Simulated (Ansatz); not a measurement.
# What Li2Te2Pt (built on the Rb2Te2Pt structure) distorts into, part 2 of 3

Aim: this structure of Li2Te2Pt (built on the Rb2Te2Pt structure) is to be tested for unstable modes, and one is followed downhill.

Ansatz 0.2.0; DFT PBEsol, scalar-relativistic, plane waves, PAW.

So far. Step 4 (The mode frozen in, largest atomic shift 0.32 Å): The run ends at a pressure of -0.35 GPa, with forces up to 0.085 eV/Å. Step 5 (Energy along the mode, all amplitudes (two of the runs …): The lowest step is at 0.32 Å, 1.43 meV/atom below the parent, and the energy rises beyond it.

The structure was built from a prototype and need not be the compound's stable phase.

## 6. Relaxation from the frozen mode

Starting from the lowest point found, all atoms and the cell are let go, so that strain and other modes of the same symmetry can join in.

Contents of input.yaml:

```yaml
crystal:
  lattice:
    - [-1.9016524247, 3.6578058321, 4.189318083]
    - [1.9016524247, -3.6578058321, 4.189318083]
    - [1.9016524247, 3.6578058321, -4.189318083]
  atoms:
    - { symbol: Li, position: [0.6909927012, 0.2347347715, 0.4562579297] }
    - { symbol: Li, position: [0.3090072988, 0.7652652285, 0.5437420703] }
    - { symbol: Te, position: [0.2293363355, 0.4813482462, 0.7479880892] }
    - { symbol: Te, position: [0.7706636645, 0.5186517538, 0.2520119108] }
    - { symbol: Pt, position: [0.0, 0.0, 0.0] }
kpoints:
  mp_grid: { grid: [12, 12, 12] }
hamiltonian:
  xc: pbesol
scf:
  occupations: { method: methfessel_paxton, width: 0.2 }
output:
  forces: true
  stress: true
  eigenvalues: true
relax:
  adjacent_minimum: "off"
  f_tol: 0.002
  max_steps: 120
  cell: { stress_tol: 0.03 }
```

On the command line:

```bash
$ ansatz run input.yaml --threads 8 --pin off --max-ram 14336MiB --backend cpu --events-out ev --progress --plain --runs-dir out
```

Standard output:

```text
[...]
Crystal: 5 atoms, lattice volume = 116.561 Å³
Basis set: ecut = 420 eV, 2289 PW (Γ), exchange–correlation on 80×80×80 points (8 copies of the dense FFT grid, shifted against one another)
Bands: 34, of which v1, the nominal top of the filled ones, is band 28 counted from 1 (27 counted from 0)
Symmetry: 4 space group operations
[...]
k-points: 476 of 1728
[...]
SCF iter   1: F=—  HF=-26595.845112 eV  |F-HF|=—  |Δ(HF+E_count)|=         —  Δρ=3.16e-3  dr2=9.08e-3  ethr=1.77e-3  ⟨swp⟩=6.5  Hψ=68479  notcnv=0
[...]
SCF iter   8: F=-26595.841871 eV  HF=-26595.841871 eV  |F-HF|=1.45e-9  |Δ(HF+E_count)|=   1.25e-9  S|Δr|=    0.00e0  Δρ=4.56e-6  dr2=3.90e-8  ethr=1.79e-10  ⟨swp⟩=10.1  Hψ=71464  notcnv=0
SCF 1 converged in 8 iterations: F = -26595.841871 eV  dr2 = 3.90e-8
[...]
relax step   1: F+E_penalty+E_count = -26595.84187068 eV  Δ(F+E_penalty+E_count) = +0.000e0 eV  max|allowed force component| = 7.977e-2 eV/Å  Δτ_max = 0.0000 Å  P = -0.351 GPa  Ω = 116.561 Å³  (8 SCF iters, dr2 threshold 1.00e-7 eV, accepted)
Crystal: 5 atoms, lattice volume = 115.580 Å³
Basis set: ecut = 420 eV, 2273 PW (Γ), exchange–correlation on 80×80×80 points (8 copies of the dense FFT grid, shifted against one another)
[...]
iter 1 solved again at ethr=1.33e-5 eV; its pass at ethr=3.10e-3 eV (dr2=7.44e-3 eV) is discarded
[...]
SCF iter   7: F=-26595.878380 eV  HF=-26595.878380 eV  |F-HF|=3.39e-8  |Δ(HF+E_count)|=   1.45e-7  S|Δr|=    0.00e0  Δρ=5.50e-6  dr2=8.38e-8  ethr=8.93e-10  ⟨swp⟩=6.7  Hψ=64849  notcnv=0
SCF 2 converged in 7 iterations: F = -26595.878380 eV  dr2 = 8.38e-8
relax step   2: F+E_penalty+E_count = -26595.87837985 eV  Δ(F+E_penalty+E_count) = -3.651e-2 eV  max|allowed force component| = 1.428e-1 eV/Å  Δτ_max = 0.0320 Å  P = +0.385 GPa  Ω = 115.580 Å³  energy of the carried Pulay correction = +1.567e-4 eV  (7 SCF iters, dr2 threshold 5.00e-7 eV, accepted)
Crystal: 5 atoms, lattice volume = 113.820 Å³
Basis set: ecut = 420 eV, 2233 PW (Γ), exchange–correlation on 80×80×80 points (8 copies of the dense FFT grid, shifted against one another)
[...]
SCF iter   7: F=-26595.962716 eV  HF=-26595.962716 eV  |F-HF|=1.25e-7  |Δ(HF+E_count)|=   1.88e-7  S|Δr|=    0.00e0  Δρ=1.21e-5  dr2=3.86e-7  ethr=8.93e-10  ⟨swp⟩=5.1  Hψ=79803  notcnv=0
SCF 3 converged in 7 iterations: F = -26595.962716 eV  dr2 = 3.86e-7
relax step   3: F+E_penalty+E_count = -26595.96271566 eV  Δ(F+E_penalty+E_count) = -8.434e-2 eV  max|allowed force component| = 1.592e-1 eV/Å  Δτ_max = 0.0912 Å  P = +0.299 GPa  Ω = 113.820 Å³  energy of the carried Pulay correction = +4.410e-4 eV  (7 SCF iters, dr2 threshold 5.00e-7 eV, accepted)
[... from here on, the SCF cycles and remarks between the steps are left out ...]
relax step   4: F+E_penalty+E_count = -26596.07995903 eV  Δ(F+E_penalty+E_count) = -1.172e-1 eV  max|allowed force component| = 1.392e-1 eV/Å  Δτ_max = 0.1973 Å  P = +0.384 GPa  Ω = 115.130 Å³  energy of the carried Pulay correction = +2.289e-4 eV  (8 SCF iters, dr2 threshold 5.00e-7 eV, accepted)
relax step   5: F+E_penalty+E_count = -26596.15344914 eV  Δ(F+E_penalty+E_count) = -7.349e-2 eV  max|allowed force component| = 2.915e-1 eV/Å  Δτ_max = 0.1958 Å  P = -0.728 GPa  Ω = 114.694 Å³  energy of the carried Pulay correction = +2.993e-4 eV  (8 SCF iters, dr2 threshold 5.00e-7 eV, accepted)
relax step   6: F+E_penalty+E_count = -26596.14093012 eV  Δ(F+E_penalty+E_count) = +1.252e-2 eV  max|allowed force component| = 2.236e-1 eV/Å  Δτ_max = 0.1432 Å  P = +1.104 GPa  Ω = 112.984 Å³  energy of the carried Pulay correction = +5.775e-4 eV  (7 SCF iters, dr2 threshold 5.00e-7 eV, rejected (line search))
relax step   7: F+E_penalty+E_count = -26596.17697526 eV  Δ(F+E_penalty+E_count) = -2.353e-2 eV  max|allowed force component| = 7.098e-2 eV/Å  Δτ_max = 0.0969 Å  P = -0.156 GPa  Ω = 116.976 Å³  energy of the carried Pulay correction = -6.573e-5 eV  (11 SCF iters, accepted)
relax step   8: F+E_penalty+E_count = -26596.18916187 eV  Δ(F+E_penalty+E_count) = -1.219e-2 eV  max|allowed force component| = 6.833e-2 eV/Å  Δτ_max = 0.0475 Å  P = +0.070 GPa  Ω = 115.202 Å³  energy of the carried Pulay correction = +2.174e-4 eV  (6 SCF iters, dr2 threshold 5.00e-7 eV, accepted)
relax step   9: F+E_penalty+E_count = -26596.19981641 eV  Δ(F+E_penalty+E_count) = -1.065e-2 eV  max|allowed force component| = 2.088e-2 eV/Å  Δτ_max = 0.0970 Å  P = +0.331 GPa  Ω = 113.110 Å³  energy of the carried Pulay correction = +5.569e-4 eV  (6 SCF iters, dr2 threshold 5.00e-7 eV, accepted)
relax step  10: F+E_penalty+E_count = -26596.20192930 eV  Δ(F+E_penalty+E_count) = -2.113e-3 eV  max|allowed force component| = 2.520e-2 eV/Å  Δτ_max = 0.0463 Å  P = -0.045 GPa  Ω = 114.072 Å³  energy of the carried Pulay correction = +4.000e-4 eV  (6 SCF iters, dr2 threshold 4.76e-7 eV, accepted)
relax step  11: F+E_penalty+E_count = -26596.20264190 eV  Δ(F+E_penalty+E_count) = -7.126e-4 eV  max|allowed force component| = 6.988e-3 eV/Å  Δτ_max = 0.0113 Å  P = -0.038 GPa  Ω = 114.363 Å³  energy of the carried Pulay correction = +3.528e-4 eV  (6 SCF iters, dr2 threshold 3.97e-8 eV, accepted)
relax step  12: F+E_penalty+E_count = -26596.20269560 eV  Δ(F+E_penalty+E_count) = -5.370e-5 eV  max|allowed force component| = 5.549e-3 eV/Å  Δτ_max = 0.0067 Å  P = +0.009 GPa  Ω = 114.286 Å³  energy of the carried Pulay correction = +3.653e-4 eV  (6 SCF iters, dr2 threshold 9.92e-9 eV, accepted)
relax step  13: F+E_penalty+E_count = -26596.20271027 eV  Δ(F+E_penalty+E_count) = -1.467e-5 eV  max|allowed force component| = 5.062e-4 eV/Å  Δτ_max = 0.0015 Å  P = +0.002 GPa  Ω = 114.292 Å³  energy of the carried Pulay correction = +3.642e-4 eV  (6 SCF iters, dr2 threshold 1.92e-9 eV, accepted)
relax step  14: F+E_penalty+E_count = -26596.21061421 eV  Δ(F+E_penalty+E_count) = -7.904e-3 eV  max|allowed force component| = 6.990e-4 eV/Å  Δτ_max = 0.0000 Å  P = +0.146 GPa  Ω = 114.292 Å³  stress off target by 4.12e-1 GPa  SCF on the basis re-selected at this cell (its energy is not comparable with the rows above)  (8 SCF iters)
relax step  15: F+E_penalty+E_count = -26596.21315799 eV  Δ(F+E_penalty+E_count) = -2.544e-3 eV  max|allowed force component| = 9.095e-3 eV/Å  Δτ_max = 0.0229 Å  P = +0.038 GPa  Ω = 115.360 Å³  energy of the carried Pulay correction = -1.972e-4 eV  (6 SCF iters, dr2 threshold 4.23e-7 eV, accepted)
[...]
relax step  21: F+E_penalty+E_count = -26596.21682842 eV  Δ(F+E_penalty+E_count) = -1.036e-3 eV  max|allowed force component| = 6.958e-2 eV/Å  Δτ_max = 0.1586 Å  P = +0.064 GPa  Ω = 117.834 Å³  energy of the carried Pulay correction = -8.882e-4 eV  (9 SCF iters, dr2 threshold 2.21e-9 eV, accepted)
relax step  22: F+E_penalty+E_count = -26596.22449349 eV  Δ(F+E_penalty+E_count) = -7.665e-3 eV  max|allowed force component| = 9.206e-2 eV/Å  Δτ_max = 0.1672 Å  P = +0.069 GPa  Ω = 116.947 Å³  energy of the carried Pulay correction = -8.904e-4 eV  (8 SCF iters, dr2 threshold 3.03e-7 eV, accepted)
relax step  23: F+E_penalty+E_count = -26596.24790741 eV  Δ(F+E_penalty+E_count) = -2.341e-2 eV  max|allowed force component| = 1.197e-1 eV/Å  Δτ_max = 0.1942 Å  P = -0.232 GPa  Ω = 114.097 Å³  energy of the carried Pulay correction = -5.481e-4 eV  (8 SCF iters, dr2 threshold 5.00e-7 eV, accepted)
relax step  24: F+E_penalty+E_count = -26596.26359684 eV  Δ(F+E_penalty+E_count) = -1.569e-2 eV  max|allowed force component| = 2.357e-1 eV/Å  Δτ_max = 0.1696 Å  P = +0.641 GPa  Ω = 109.022 Å³  energy of the carried Pulay correction = +2.662e-4 eV  (7 SCF iters, dr2 threshold 5.00e-7 eV, accepted)
relax step  25: F+E_penalty+E_count = -26596.24442053 eV  Δ(F+E_penalty+E_count) = +1.918e-2 eV  max|allowed force component| = 5.869e-1 eV/Å  Δτ_max = 0.1957 Å  P = -1.376 GPa  Ω = 105.774 Å³  energy of the carried Pulay correction = +7.227e-4 eV  (8 SCF iters, dr2 threshold 5.00e-7 eV, rejected (line search))
relax step  26: F+E_penalty+E_count = -26596.29723012 eV  Δ(F+E_penalty+E_count) = -3.363e-2 eV  max|allowed force component| = 8.032e-2 eV/Å  Δτ_max = 0.0950 Å  P = -0.426 GPa  Ω = 109.295 Å³  energy of the carried Pulay correction = +1.563e-4 eV  (13 SCF iters, accepted)
relax step  27: F+E_penalty+E_count = -26596.30108890 eV  Δ(F+E_penalty+E_count) = -3.859e-3 eV  max|allowed force component| = 1.776e-1 eV/Å  Δτ_max = 0.0527 Å  P = -0.378 GPa  Ω = 107.745 Å³  energy of the carried Pulay correction = +4.614e-4 eV  (8 SCF iters, dr2 threshold 5.00e-7 eV, accepted)
relax step  28: F+E_penalty+E_count = -26596.27484142 eV  Δ(F+E_penalty+E_count) = +2.625e-2 eV  max|allowed force component| = 1.542e-1 eV/Å  Δτ_max = 0.1220 Å  P = +1.304 GPa  Ω = 104.457 Å³  energy of the carried Pulay correction = +9.924e-4 eV  (7 SCF iters, dr2 threshold 5.00e-7 eV, rejected (line search))
relax step  29: F+E_penalty+E_count = -26596.30818519 eV  Δ(F+E_penalty+E_count) = -7.096e-3 eV  max|allowed force component| = 1.968e-2 eV/Å  Δτ_max = 0.0301 Å  P = +0.102 GPa  Ω = 107.590 Å³  energy of the carried Pulay correction = +4.752e-4 eV  (13 SCF iters, accepted)
relax step  30: F+E_penalty+E_count = -26596.30828513 eV  Δ(F+E_penalty+E_count) = -9.994e-5 eV  max|allowed force component| = 1.410e-2 eV/Å  Δτ_max = 0.0191 Å  P = -0.136 GPa  Ω = 107.969 Å³  energy of the carried Pulay correction = +4.066e-4 eV  (6 SCF iters, dr2 threshold 2.13e-7 eV, accepted)
relax step  31: F+E_penalty+E_count = -26596.30854308 eV  Δ(F+E_penalty+E_count) = -2.579e-4 eV  max|allowed force component| = 3.205e-3 eV/Å  Δτ_max = 0.0091 Å  P = -0.009 GPa  Ω = 107.726 Å³  energy of the carried Pulay correction = +4.489e-4 eV  (6 SCF iters, dr2 threshold 1.23e-7 eV, accepted)
relax step  32: F+E_penalty+E_count = -26596.30855719 eV  Δ(F+E_penalty+E_count) = -1.412e-5 eV  max|allowed force component| = 1.162e-3 eV/Å  Δτ_max = 0.0036 Å  P = -0.007 GPa  Ω = 107.752 Å³  energy of the carried Pulay correction = +4.453e-4 eV  (7 SCF iters, dr2 threshold 6.42e-10 eV, accepted)
relax step  33: F+E_penalty+E_count = -26596.33216106 eV  Δ(F+E_penalty+E_count) = -2.360e-2 eV  max|allowed force component| = 3.208e-3 eV/Å  Δτ_max = 0.0000 Å  P = +0.401 GPa  Ω = 107.752 Å³  stress off target by 1.11e0 GPa  SCF on the basis re-selected at this cell (its energy is not comparable with the rows above)  (9 SCF iters)
relax step  34: F+E_penalty+E_count = -26596.34268760 eV  Δ(F+E_penalty+E_count) = -1.053e-2 eV  max|allowed force component| = 4.284e-2 eV/Å  Δτ_max = 0.0348 Å  P = -0.067 GPa  Ω = 108.711 Å³  energy of the carried Pulay correction = -1.885e-4 eV  (6 SCF iters, dr2 threshold 5.00e-7 eV, accepted)
relax step  35: F+E_penalty+E_count = -26596.34446093 eV  Δ(F+E_penalty+E_count) = -1.773e-3 eV  max|allowed force component| = 1.204e-2 eV/Å  Δτ_max = 0.0190 Å  P = +0.086 GPa  Ω = 108.586 Å³  energy of the carried Pulay correction = -1.596e-4 eV  (7 SCF iters, dr2 threshold 1.57e-7 eV, accepted)
relax step  36: F+E_penalty+E_count = -26596.34446872 eV  Δ(F+E_penalty+E_count) = -7.782e-6 eV  max|allowed force component| = 2.167e-2 eV/Å  Δτ_max = 0.0058 Å  P = +0.016 GPa  Ω = 108.941 Å³  energy of the carried Pulay correction = -2.218e-4 eV  (6 SCF iters, dr2 threshold 5.56e-8 eV, accepted)
relax step  37: F+E_penalty+E_count = -26596.34456311 eV  Δ(F+E_penalty+E_count) = -9.440e-5 eV  max|allowed force component| = 7.873e-4 eV/Å  Δτ_max = 0.0023 Å  P = -0.001 GPa  Ω = 108.866 Å³  energy of the carried Pulay correction = -2.075e-4 eV  (6 SCF iters, dr2 threshold 2.94e-8 eV, accepted)
[...]
SCF iter   8: F=-26596.344747 eV  HF=-26596.344747 eV  |F-HF|=0.00e0  |Δ(HF+E_count)|=  1.46e-11  S|Δr|=    0.00e0  Δρ=3.99e-8  dr2=4.42e-12  ethr=1.00e-12  ⟨swp⟩=6.2  Hψ=68546  notcnv=0
SCF 38 converged in 8 iterations: F = -26596.344747 eV  dr2 = 4.42e-12
relax step  38: F+E_penalty+E_count = -26596.34474652 eV  Δ(F+E_penalty+E_count) = -1.834e-4 eV  max|allowed force component| = 7.951e-4 eV/Å  Δτ_max = 0.0000 Å  P = -0.003 GPa  Ω = 108.866 Å³  stress off target by 6.13e-3 GPa  SCF on the basis re-selected at this cell (its energy is not comparable with the rows above)  (8 SCF iters)
[...]
SCF converged after 8 iterations
[...]
Free energy (F): -26596.344747 eV
[...]
Internal energy: -26596.344578 eV  (E = F + TS)
E sigma→0 (E₀):  -26596.344704 eV
Entropy (-TS):   -0.000168 eV (-0.034 meV/atom)
Fermi energy:    9.376153 eV
[...]
--- Forces (eV/Å), atoms counted from 1 ---
  atom   1  Li    -0.00000000     0.00056092     0.00079508
  atom   2  Li     0.00000000    -0.00056092    -0.00079508
  atom   3  Te    -0.00000000    -0.00030826     0.00025474
  atom   4  Te     0.00000000     0.00030826    -0.00025474
  atom   5  Pt     0.00000000     0.00000000     0.00000000
  max |Σ_I F_I| component: 5.42e-20 eV/Å
--- Stress (GPa, compression-positive) ---
       -0.006134       0.000000       0.000000
        0.000000      -0.002654      -0.000046
        0.000000      -0.000046      -0.000016
  P = ⅓ Tr σ = -0.0029 GPa (-0.029 kbar)
--- Band table (eV; the first three rows and the last of 476) ---
  k-point 0: bands = [... 24 lower, 6.6514, 8.1087, 8.4580, 9.7822, 10.2457, 10.7819, 11.9580, 13.1855, ... 2 higher]
  k-point 1: bands = [... 24 lower, 6.8826, 7.7738, 8.3651, 8.9610, 10.6964, 11.0255, 12.2674, 13.4536, ... 2 higher]
  k-point 2: bands = [... 24 lower, 7.2168, 7.3671, 8.0466, 8.1417, 10.9005, 11.4067, 12.6216, 13.9284, ... 2 higher]
  k-point 475: bands = [... 24 lower, 6.7476, 6.9135, 6.9250, 7.8468, 11.9179, 13.6149, 13.7678, 14.3701, ... 2 higher]
--- Relaxed structure (35 steps of the walk, 32 accepted, 3 SCFs on fresh bases) ---
  F+E_penalty+E_count = -26596.34474652 eV   max|allowed force component| = 7.951e-4 eV/Å   (the final SCF, on the basis selected at the relaxed cell)
  cell:  # Å, volume = 108.8656 Å³
    - [-2.000978, 4.159827, 2.406928]
    - [2.000978, -5.348482, 3.444775]
    - [2.000978, 5.348482, -3.444775]
  atoms:
    - { symbol: Li, position: [0.466967, 0.132966, 0.334001] }
    - { symbol: Li, position: [0.533033, 0.867034, 0.665999] }
    - { symbol: Te, position: [-0.00210016, 0.361764, 0.636136] }
    - { symbol: Te, position: [1.002100, 0.638236, 0.363864] }
    - { symbol: Pt, position: [6.081186e-19, 4.658429e-19, 1.422757e-19] }
```

It took 7.2 min on 8 threads of Arm Neoverse V2, shared host; peak memory 1.6 GiB; 56 min of CPU time.

Relaxation path (22 of 38):

```csv
step,energy less that of the first step (eV),largest force component (eV/Å),pressure (GPa),volume (Å³)
1,0.0000,0.0798,-0.35,116.56
3,-0.1208,0.1592,0.30,113.82
5,-0.3116,0.2915,-0.73,114.69
6,-0.2991,0.2236,1.10,112.98
8,-0.3473,0.0683,0.07,115.20
10,-0.3601,0.0252,-0.04,114.07
12,-0.3608,0.0055,0.01,114.29
13,-0.3608,0.0005,0.00,114.29
15,-0.3713,0.0091,0.04,115.36
17,-0.3736,0.0033,0.00,116.48
19,-0.3739,0.0025,0.01,116.92
20,-0.3739,0.0060,0.00,117.15
22,-0.3826,0.0921,0.07,116.95
24,-0.4217,0.2357,0.64,109.02
26,-0.4554,0.0803,-0.43,109.29
27,-0.4592,0.1776,-0.38,107.74
29,-0.4663,0.0197,0.10,107.59
31,-0.4667,0.0032,-0.01,107.73
33*,-0.4903,0.0032,0.40,107.75
34,-0.5008,0.0428,-0.07,108.71
36,-0.5026,0.0217,0.02,108.94
38*,-0.5029,0.0008,0.00,108.87
```

Relaxation steps marked * repeat the geometry before them on a plane-wave basis chosen anew for their cell, so energy and pressure can jump there. Other such steps can lie between the rows shown. Relaxation steps 6, 25, 28 were tried and not accepted.

The run keeps the 4 symmetry operations that the program found, so distortions that break them were not tested.

```csv
cell as run,before,after,change
a (Å),5.878,5.206,-11.4 %
b (Å),5.878,6.669,+13.5 %
c (Å),5.878,6.669,+13.5 %
α (°),142.25,145.08,+2.0 %
β (°),103.03,73.34,-28.8 %
γ (°),89.08,121.15,+36.0 %
volume (Å³/atom),23.31,21.77,-6.6 %
```

The atoms that moved most (Å, as changes of fractional coordinates times the final cell):

```csv
atom,dx,dy,dz,length
Li1,0.000,-1.041,-0.469,1.142
Li2,0.000,1.041,0.469,1.142
Te4,0.000,0.921,0.584,1.091
Te3,0.000,-0.921,-0.584,1.091
```

Final coordinates:

```xyz
5
Lattice="-2.0010 4.1598 2.4069 2.0010 -5.3485 3.4448 2.0010 5.3485 -3.4448" Properties=species:S:1:pos:R:3 pbc="T T T"
Li    0.0000    3.0177    0.4314
Li    2.0010    1.1421    1.9755
Te    2.0010    1.4587   -0.9502
Te    0.0000    2.7011    3.3571
Pt    0.0000    0.0000    0.0000
```

This step gave:

```
pressure        : -0.002935 GPa
volume per atom : 21.77 Å³
```

The distorted start has space group C2/m; the relaxation ends in C2/m.

[end of part 2 of 3]

[Long decimals in the printed logs are rounded to 6 places.]

[Logs are printed without paths, hosts, clocks, repeated set-up lines and the standing remarks that a program may print on its own settings, such as how far it seeks lower states.]

[Hosts, paths, dates, database ids (printed as entryN), source tags and the programs' standing remarks are cut or masked in the printed files.]

[Where the starting crystal was built by hand or by swapping elements, it need not be the compound's stable phase.]
